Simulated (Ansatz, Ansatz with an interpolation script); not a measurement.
Rows from a G0W0 calculation on WS2 (Tungstenite) (Ansatz 0.2.0; G0W0 on LDA, plane waves, PAW; PAW set soft_1; 6×6×2 mesh, 456 empty bands, screening to 150 eV, PAW set soft_1 files), in eV. Spin-orbit coupling is left out.

The database entry behind the starting cell differs from later determinations by our own check (an axis about 1.4 % long against later determinations), so it need not match the best structure at ambient conditions.

```csv
row,k,band,start,Σx,Σc at the solution,Vxc
A,Γ,v1,10.940,-19.420,0.335,-19.046
B,"(0.167, 0.167, 0.000)",c2,12.697,-14.150,-4.341,-18.950
C,Γ,v2,9.793,-18.101,0.828,-17.220
D,Γ,c1,13.168,-13.707,-4.423,-18.609
E,"(0.167, 0.167, 0.000)",v1,9.434,-19.516,1.104,-18.364
F,"(0.167, 0.167, 0.000)",c1,11.912,-12.846,-3.893,-17.131
```

Q: Work out each quasiparticle level and how far it moved.

The quasiparticle equation reads E = start + Σx + Σc(E) − Vxc.

```csv
row,E (eV),shift (eV)
A,10.901,−0.039
B,13.154,+0.458
C,9.739,−0.054
D,13.646,+0.479
E,9.387,−0.047
F,12.304,+0.392
```

The gap over the computed points goes from 0.97 eV to 1.40 eV.

Limits: not at the basis limit; no spin-orbit coupling; coarse k mesh.

[Paths, hosts, dates, memory and timing lines, banners, echoed tables and standing remarks are left out of the program output.]

[Logs are printed without paths, hosts, clocks, repeated set-up lines and the standing remarks that a program may print on its own settings, such as how far it seeks lower states.]

[Runs of the session that timed out or met a known fault of the program may be left out.]

[Hosts, paths, dates, database ids (printed as entryN), source tags and the programs' standing remarks are cut or masked in the printed files.]
